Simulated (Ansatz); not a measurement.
Planning a run of Ansatz 0.2.0 on GaP (F-43m). The input:

```yaml
crystal:
  lattice:
    - [0.0, 2.72525, 2.72525]
    - [2.72525, 0.0, 2.72525]
    - [2.72525, 2.72525, 0.0]
  atoms:
    - { symbol: Ga, position: [0.0, 0.0, 0.0] }
    - { symbol: P, position: [0.25, 0.25, 0.25] }
kpoints:
  mp_grid: { grid: [6, 6, 6] }
hamiltonian:
  xc: r2scan
scf:
  occupations: { method: fixed }
dielectric: {}
```

```sh
ansatz run input.yaml --threads 3 --pin off --max-ram 92160MiB --backend cuda --events-out ev --progress --plain --runs-dir out --devices 1 --max-vram 13GiB  # rebuilt from the run's record
```

**Question.** How long will it take on 1 × NVIDIA H100 80GB HBM3 (shared by 6 runs) with 3 threads of AMD EPYC 7R13 (Zen 3), shared host, and how much memory?

It took 26 s; on shared hardware allow 13 s to 53 s. Peak host memory was 1.6 GiB.

[Paths, hosts, dates, memory and timing lines, banners, echoed tables and standing remarks are left out of the program output.]

[Logs are printed without paths, hosts, clocks, repeated set-up lines and the standing remarks that a program may print on its own settings, such as how far it seeks lower states.]

[Runs of the session that timed out or met a known fault of the program may be left out.]

[Cells called generated may have been cut or substituted from an entry of the Crystallography Open Database or the Materials Project.]

[Hosts, paths, dates, database ids (printed as entryN), source tags and the programs' standing remarks are cut or masked in the printed files.]
